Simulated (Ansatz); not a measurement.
# A hypothetical structure for Al3C, part 2 of 2

This structure for Al3C is made up. Its elements were placed in a known structure type with a cell scaled to their sizes. What cell does the guess relax to, and how far off was it?

Ansatz 0.2.0; DFT, r2SCAN, plane-wave PAW, files of the set soft_1, scalar-relativistic, no spin, cell and ions relaxed at zero pressure; PAW set soft_1 (the session's first sound run).

So far: The structure; Relaxation of the guess.

## (2) Relaxation of the guess (continued)

The steps of the relaxation:

```
step  energy less that of the first step (eV)  largest force component (eV/Å)  pressure (GPa)  volume (Å³)
   1                                   0.0000                          0.0965          -10.72       117.48
   2                                  -0.4503                          0.2346           -1.88       106.62
   3                                  -0.4749                          0.0358           -0.16       105.39
   4                                  -0.4767                          0.0115           -0.08       105.32
   5                                  -0.4774                          0.0020            0.04       105.19
  6*                                  -0.4766                          0.0019            0.04       105.19
   7                                  -0.4766                          0.0000            0.00       105.23
  8*                                  -0.4766                          0.0000            0.00       105.23
```

Relaxation steps marked * repeat the geometry before them on a plane-wave basis chosen anew for their cell, so energy and pressure can jump there.

Forces are held to the 12 operations that the run works with; a distortion that breaks them can't arise in this run.

```
conventional cell, symmetrised  before  after   change
                         a (Å)   5.259  5.122   -2.6 %
                         b (Å)   5.259  5.122   -2.6 %
                         c (Å)   4.905  4.632   -5.6 %
              volume (Å³/atom)   14.69  13.15  -10.4 %
```

The atoms that moved most (Å, as changes of fractional coordinates times the final cell):

```
atom      dx      dy     dz  length
 Al6  -0.010   0.017  0.000   0.020
 Al2   0.010   0.017  0.000   0.020
 Al3  -0.020   0.000  0.000   0.020
 Al1   0.010  -0.017  0.000   0.020
 Al5  -0.010  -0.017  0.000   0.020
 Al4   0.020   0.000  0.000   0.020
```

This step gave:

```
free energy             : -3743.6657 eV
energy at zero smearing : -3743.6536 eV
smearing term TS        : 0.02420 eV
Fermi energy            : 9.055 eV
electrons               : 26
symmetry operations     : 12
pressure                : 1.84e-4 GPa
```

The shortest distance of each pair, which need not be the same contact before and after:

```
 pair  guess (Å)  relaxed (Å)
 Al–C      2.149        2.081
Al–Al      2.995        2.852
  C–C      3.903        3.756
```

The relaxation ends with a largest force component of 4.7e-5 eV/Å and a pressure of 0.00 GPa.

## (3) Electronic structure of the relaxed cell

With the geometry fixed, one more self-consistent run, with a narrower smearing and the mesh shown in its input, gives the bands, and its pressure, and its forces where symmetry allows any, show how far the geometry depends on these settings.

This step: DFT, r2SCAN, plane-wave PAW, files of the set soft_1, scalar-relativistic, no spin, bands and density of states at the relaxed cell; PAW set soft_1 (Ansatz 0.2.0).

The input, input.yaml:

```yaml
crystal:
  lattice:
    - [5.1217182843, 0.0, 0.0]
    - [-2.5608591422, 4.4355381452, 0.0]
    - [0.0, 0.0, 4.6319417506]
  atoms:
    - { symbol: Al, position: [0.0, 0.324862364, 0.5] }
    - { symbol: Al, position: [0.675137636, 0.675137636, 0.5] }
    - { symbol: Al, position: [0.324862364, 0.0, 0.5] }
    - { symbol: Al, position: [0.675137636, 0.0, 0.0] }
    - { symbol: Al, position: [0.324862364, 0.324862364, 0.0] }
    - { symbol: Al, position: [0.0, 0.675137636, 0.0] }
    - { symbol: C, position: [0.6666666667, 0.3333333333, 0.75] }
    - { symbol: C, position: [0.3333333333, 0.6666666667, 0.25] }
kpoints:
  mp_grid: { grid: [8, 8, 8] }
  band_path:
    path:
      - [[0.0, 0.0, 0.0], [0.5, 0.0, 0.0], [0.33333333, 0.33333333, 0.0], [0.0, 0.0, 0.0], [0.0, 0.0, 0.5], [0.5, 0.0, 0.5], [0.33333333, 0.33333333, 0.5], [0.0, 0.0, 0.5]]
      - [[0.5, 0.0, 0.5], [0.5, 0.0, 0.0]]
      - [[0.33333333, 0.33333333, 0.0], [0.33333333, 0.33333333, 0.5]]
    npoints: 8
scf:
  occupations: { method: fermi_dirac, width: 0.03 }
  n_extra_bands: 12
hamiltonian:
  xc: r2scan
  pseudopotentials: { kind: paw, azcp: { folder: soft_1 } }
output:
  forces: true
  stress: true
  write_bands: true
  dos: { projected: true }
  write_density: true
  write_potential: true
  elf: true
  volumetric_format: npy
```

Command:

```bash
> ansatz run input.yaml --threads 4 --pin off --max-ram 10240MiB --backend cpu --events-out ev --progress --plain --runs-dir out
```

Numbers of over 12 decimals in the logs are rounded to 6 here.

Output:

```text
[...]
Crystal: 8 atoms, lattice volume = 105.226 Å³
Basis set: ecut = 500 eV, 2693 PW (Γ), exchange–correlation on 160×160×144 points (64 copies of the dense FFT grid, shifted against one another)
Bands: 25, of which v1, the nominal top of the filled ones, is band 13 counted from 1 (12 counted from 0)
Symmetry: 12 space group operations
[...]
k-points: 50 of 512 (time reversal used)
[...]
SCF iter   1: F=—  HF=-3745.358312 eV  |F-HF|=—  |Δ(HF+E_count)|=         —  Δρ=6.99e-2  dr2=8.42e0  dr2_τ=8.43e-1  ethr=3.10e-3  ⟨swp⟩=5.9  Hψ=6628  notcnv=0  defer=76
[...]
SCF iter   7: F=-3743.674798 eV  HF=-3743.674798 eV  |F-HF|=1.56e-8  |Δ(HF+E_count)|=   2.81e-7  Δρ=7.16e-6  dr2=2.91e-8  dr2_τ=1.88e-9  ethr=3.85e-10  ⟨swp⟩=15.0  Hψ=9951  notcnv=0
SCF 1 converged in 7 iterations: F = -3743.674798 eV  dr2 = 2.91e-8
[...]
NSCF: frozen V_eff on 75 k-points
SCF converged after 7 iterations
Free energy (F): -3743.674798 eV
[...]
Internal energy: -3743.669351 eV  (E = F + TS)
E sigma→0 (E₀):  -3743.672075 eV
Entropy (-TS):   -0.005447 eV (-0.681 meV/atom)
Fermi energy:    9.010925 eV
[...]
--- Forces (eV/Å), atoms counted from 1 ---
  atom   1  Al    -0.01192598     0.02065641     0.00000000
  atom   2  Al    -0.01192598    -0.02065641    -0.00000000
  atom   3  Al     0.02385197     0.00000000     0.00000000
  atom   4  Al    -0.02385197    -0.00000000     0.00000000
  atom   5  Al     0.01192598     0.02065641    -0.00000000
  atom   6  Al     0.01192598    -0.02065641     0.00000000
  atom   7  C      0.00000000    -0.00000000     0.00000000
  atom   8  C     -0.00000000     0.00000000     0.00000000
  max |Σ_I F_I| component: 1.57e-16 eV/Å
--- Stress (GPa, compression-positive) ---
        0.648204       0.000000      -0.000000
        0.000000       0.648204       0.000000
        0.000000       0.000000      -1.113214
  P = ⅓ Tr σ = 0.0611 GPa (0.611 kbar)
--- Band table (eV; the first three rows and the last of 50) ---
  k-point 0: bands = [... 9 lower, 5.0497, 7.3803, 7.3803, 8.3754, 9.5438, 9.8151, 9.8151, 11.5596, ... 8 higher]
  k-point 1: bands = [... 9 lower, 5.2040, 6.8982, 7.4709, 8.8365, 8.8767, 8.9310, 9.6473, 12.4706, ... 8 higher]
  k-point 2: bands = [... 9 lower, 6.0904, 6.3103, 7.2636, 7.8434, 8.2707, 8.7548, 9.8585, 12.9220, ... 8 higher]
  k-point 49: bands = [... 9 lower, 6.0839, 7.5124, 7.5124, 10.1089, 10.1089, 11.8116, 11.8116, 12.2813, ... 8 higher]
```

Wall time 4 s (4 threads of AMD EPYC 9B45 (Zen 5), shared host); peak memory 0.69 GiB; 15 s of CPU time.

This step gave:

- free energy: -3743.6748 eV
- energy at zero smearing: -3743.6721 eV
- smearing term TS: 0.005447 eV
- Fermi energy: 9.011 eV
- pressure: 0.06106 GPa

bands.tsv at the labelled points (eV, zero at the Fermi level; the bands that come nearest the Fermi level along the path):

| point | band 10 | band 11 | band 12 | band 13 | band 14 | band 15 | band 16 | band 17 |
| --- | --- | --- | --- | --- | --- | --- | --- | --- |
| Γ | -3.96 | -1.63 | -1.63 | -0.64 | 0.53 | 0.80 | 0.80 | 2.55 |
| M | -2.15 | -1.70 | -1.21 | -0.62 | 0.37 | 1.14 | 1.35 | 2.07 |
| K | -2.00 | -2.00 | -1.66 | -0.13 | -0.13 | 0.01 | 3.02 | 3.02 |
| Γ | -3.96 | -1.63 | -1.63 | -0.64 | 0.53 | 0.80 | 0.80 | 2.55 |
| A | -3.72 | -2.80 | -2.80 | -1.68 | -1.68 | 1.52 | 1.52 | 5.01 |
| L | -2.88 | 0.22 | 0.22 | 0.39 | 0.39 | 1.80 | 1.80 | 3.18 |
| H | -2.82 | -1.78 | -1.78 | 1.11 | 1.11 | 3.13 | 3.13 | 3.17 |
| A | -3.72 | -2.80 | -2.80 | -1.68 | -1.68 | 1.52 | 1.52 | 5.01 |
| L | -2.88 | 0.22 | 0.22 | 0.39 | 0.39 | 1.80 | 1.80 | 3.18 |
| M | -2.15 | -1.70 | -1.21 | -0.62 | 0.37 | 1.14 | 1.35 | 2.07 |
| K | -2.00 | -2.00 | -1.66 | -0.13 | -0.13 | 0.01 | 3.02 | 3.02 |
| H | -2.82 | -1.78 | -1.78 | 1.11 | 1.11 | 3.13 | 3.13 | 3.17 |

States per cell as run, both spins, in windows of 1 eV, from dos.tsv (zero at the Fermi level):

```
from  to  total
  -8  -7   2.41
  -7  -6   2.48
  -6  -5   2.57
  -5  -4   2.41
  -4  -3   2.05
  -3  -2   1.74
  -2  -1   2.71
  -1   0   2.66
   0   1   2.55
   1   2   1.65
   2   3   2.94
   3   4   3.10
   4   5   3.03
   5   6   3.36
```

Below -8 eV lie 6.9 more states.

Valence density in the ac plane at fractional y = 0.325, with atoms of Al and C within 0.2 Å of it. It is the smooth field of the valence electrons, not physical close to the nuclei.

Ten even steps from '0' (0.1 e/Å³) to '9' (1.6 e/Å³), each cell a mean:
```
00000012332110
00110013687310
01111125999521
01100014898521
00100012454310
00000001121100
00000000000000
00000000000000
00000000000000
00000000000000
00000000000000
00000001111000
```
Columns run along a (5.1 Å), rows up along c (4.6 Å). Atoms in or near the plane, at fractional coordinates: Al at (0.00, 0.50), Al at (0.32, 0.00), C at (0.67, 0.75).

Electrostatic potential energy in the ac plane at fractional y = 0.325, with atoms of Al and C within 0.2 Å of it. With pseudopotentials it is smooth inside the atoms' cores, unlike the true potential.

Values in eV, 12 rows by 14 columns, each cell a mean:
```
 10   7  -3  -3   8   5  -7   1   6   5   7   8   9   9
 10   8   3  -5  -7  -7  -3   2 -13 -22 -13   4   9  10
  7   8   8   5   3   4   6  -2 -28 -30 -27  -5   8   8
 -4   0   6   9   9   9   9   2 -24 -30 -24  -2   3  -3
  0  -6  -1   7  10  10   9   7   1  -6  -1   2  -6  -4
 11   1  -5   5   9   9   8   8   9   9   8   1  -6   8
  8  -3  -4   6   9   9   9   9  10  10   9   2  -7   4
 -7  -6   2   8  10  10   9  10  10  11  10   6  -2  -7
  3   5   7   7   7   7   9  10  11  11  11   9   7   4
  9   8   6   0  -4  -3   3   8  11  11  11  10   9   9
 10   8  -1  -6  -1  -3  -7   4   9  11  10   9   9  10
  9   6  -4   0  11  10  -6   0   8  10   9   9   8   9
```
Columns run along a (5.1 Å; values clipped at the 3rd and 97th percentile), rows up along c (4.6 Å). Atoms in or near the plane, at fractional coordinates: Al at (0.00, 0.50), Al at (0.32, 0.00), C at (0.67, 0.75).

ELF in the ac plane at fractional y = 0.325, with atoms of Al and C within 0.2 Å of it. It is the smooth field of the valence electrons, not physical close to the nuclei.

Ten even steps from '0' (0.04) to '9' (0.81), each cell a mean:
```
46620048998743
47973279978863
58996479505974
58985469747984
04874348999961
20454335777620
00343333333310
12334454323453
44334665323566
43334565323455
33310034323344
34301014555433
```
Columns run along a (5.1 Å), rows up along c (4.6 Å). Atoms in or near the plane, at fractional coordinates: Al at (0.00, 0.50), Al at (0.32, 0.00), C at (0.67, 0.75).

## (4) Results

| Item | Value |
| --- | --- |
| space group, relaxed | P6_322 |
| conventional cell | a = 5.122, b = 5.122, c = 4.632 Å; α = 90.0°, β = 90.0°, γ = 120.0° |
| volume per atom | 13.15 Å³ (guess 14.69) |

**Reading.** Al3C relaxes to P6_322 with a = 5.122, b = 5.122 and c = 4.632 Å. The guessed volume was 12 % too large. The space group P6_322 was held in the relaxation, so the end point is a stationary structure within it and may be a saddle against distortions or other arrangements. Bands cross the Fermi level, so it is a metal or semimetal at this level. On the 8×8×8 mesh with the narrower smearing (relaxed on 6×6×6) the largest force component is 0.024 eV/Å and the largest stress component is 1.113 GPa, against the relaxation's thresholds of 0.015 eV/Å and 0.05 GPa. The cutoff wasn't tested. No dispersion term is used, so weakly bound directions may come out too long. Nothing here tests whether the compound is stable against decomposition.

[Logs are printed without paths, hosts, clocks, repeated set-up lines and the standing remarks that a program may print on its own settings, such as how far it seeks lower states.]

[Hosts, paths, dates, database ids (printed as entryN), source tags and the programs' standing remarks are cut or masked in the printed files.]
